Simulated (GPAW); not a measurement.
Consider SnO2 (Pnnm).

```cif
data_structure
_symmetry_space_group_name_H-M 'P 1'
_symmetry_Int_Tables_number 1
_cell_length_a 4.7880
_cell_length_b 4.8666
_cell_length_c 3.2409
_cell_angle_alpha 90.000
_cell_angle_beta 90.000
_cell_angle_gamma 90.000
_cell_volume 75.52
loop_
_atom_site_label
_atom_site_type_symbol
_atom_site_fract_x
_atom_site_fract_y
_atom_site_fract_z
_atom_site_occupancy
Sn1 Sn 0.00000 0.00000 0.00000 1
Sn2 Sn 0.50000 0.50000 0.50000 1
O3 O 0.70815 0.67896 0.00000 1
O4 O 0.20814 0.82104 0.50000 1
O5 O 0.79185 0.17896 0.50000 1
O6 O 0.29185 0.32104 0.00000 1
```

Absorber: atom 1, with 6 O at 2.09 Å (octahedral, site symmetry 2/m). Method: GPAW, LDA, full core hole (charged cell), 12-atom cell with 5.8 Å between holes, 3×3×3 k points, dipole transitions, Gaussian full width 8.49 eV.

Q: What does the Sn K edge look like?

Main maxima up to 30 eV above the zero (height): 8.2 eV (1.61). A K edge sees empty p states on the absorber. 

The Sn K spectrum (energy from the lowest empty level; intensity scaled to a mean of 1 over the first 20 eV; polarised curves are means over the symmetry-equivalent atoms):

```csv
E (eV),isotropic,ε ∥ x,ε ∥ y,ε ∥ z
-2.0,0.08,0.09,0.09,0.05
-1.5,0.11,0.12,0.12,0.07
-1.0,0.14,0.16,0.16,0.10
-0.5,0.18,0.21,0.21,0.13
0.0,0.23,0.27,0.27,0.17
0.5,0.30,0.33,0.34,0.22
1.0,0.37,0.41,0.42,0.27
1.5,0.45,0.50,0.51,0.34
2.0,0.54,0.60,0.61,0.42
2.5,0.64,0.71,0.71,0.51
3.0,0.75,0.82,0.83,0.60
3.5,0.87,0.94,0.94,0.71
4.0,0.98,1.05,1.06,0.83
4.5,1.10,1.17,1.17,0.95
5.0,1.21,1.27,1.28,1.08
5.5,1.31,1.37,1.37,1.20
6.0,1.40,1.45,1.45,1.32
6.5,1.48,1.51,1.51,1.42
7.0,1.54,1.55,1.55,1.52
7.5,1.58,1.58,1.57,1.60
8.0,1.60,1.58,1.57,1.66
8.5,1.60,1.56,1.55,1.70
9.0,1.59,1.53,1.51,1.71
9.5,1.55,1.48,1.46,1.70
10.0,1.50,1.43,1.40,1.67
10.5,1.44,1.36,1.33,1.62
11.0,1.36,1.28,1.25,1.56
11.5,1.29,1.20,1.17,1.48
12.0,1.21,1.13,1.10,1.39
12.5,1.13,1.05,1.03,1.30
13.0,1.05,0.98,0.96,1.21
13.5,0.98,0.91,0.91,1.12
14.0,0.91,0.85,0.86,1.03
14.5,0.86,0.80,0.81,0.96
15.0,0.81,0.75,0.78,0.89
15.5,0.76,0.71,0.75,0.83
16.0,0.73,0.68,0.73,0.77
16.5,0.70,0.65,0.71,0.73
17.0,0.67,0.63,0.69,0.69
17.5,0.65,0.61,0.68,0.67
18.0,0.63,0.59,0.66,0.64
18.5,0.62,0.58,0.65,0.63
19.0,0.61,0.57,0.64,0.61
19.5,0.60,0.57,0.62,0.60
20.0,0.59,0.57,0.61,0.59
20.5,0.58,0.57,0.60,0.58
21.0,0.58,0.57,0.59,0.57
21.5,0.58,0.58,0.58,0.57
22.0,0.57,0.59,0.57,0.56
22.5,0.57,0.60,0.56,0.56
23.0,0.57,0.60,0.56,0.55
23.5,0.57,0.61,0.55,0.54
24.0,0.57,0.62,0.55,0.54
24.5,0.56,0.62,0.54,0.53
25.0,0.56,0.62,0.54,0.52
25.5,0.55,0.62,0.53,0.51
26.0,0.55,0.61,0.53,0.50
26.5,0.54,0.60,0.52,0.49
27.0,0.53,0.59,0.52,0.48
27.5,0.52,0.57,0.51,0.46
28.0,0.50,0.55,0.50,0.45
28.5,0.49,0.53,0.50,0.43
29.0,0.47,0.51,0.49,0.42
29.5,0.46,0.49,0.48,0.40
30.0,0.44,0.47,0.47,0.39
30.5,0.43,0.46,0.46,0.38
31.0,0.42,0.44,0.46,0.36
31.5,0.41,0.43,0.45,0.36
32.0,0.41,0.42,0.45,0.35
```

The script folds with a Gaussian, whereas the core hole's own line is a Lorentzian, so the onset is too steep and the first peak too high. The holes are only 5.8 Å apart, so the shape is probably not converged with cell size; no larger cell was run here. The structure is a computed Materials Project entry and may be a hypothetical form.

[Banner, clock and machine lines of the logs are left out without a mark of their own.]

[Logs are printed without paths, hosts, clocks, repeated set-up lines and the standing remarks that a program may print on its own settings, such as how far it seeks lower states.]

[Hosts, paths, dates, database ids (printed as entryN), source tags and the programs' standing remarks are cut or masked in the printed files.]

[Lists of maxima count a maximum above −3 eV only where it reaches 4 % of the highest in the window and stands out from its surroundings by 2 % of it (1.5 % where it reaches 55 %); shoulders and weaker maxima are passed over, and of the rest the first, up to two pre-edge ones and the few strongest are named.]
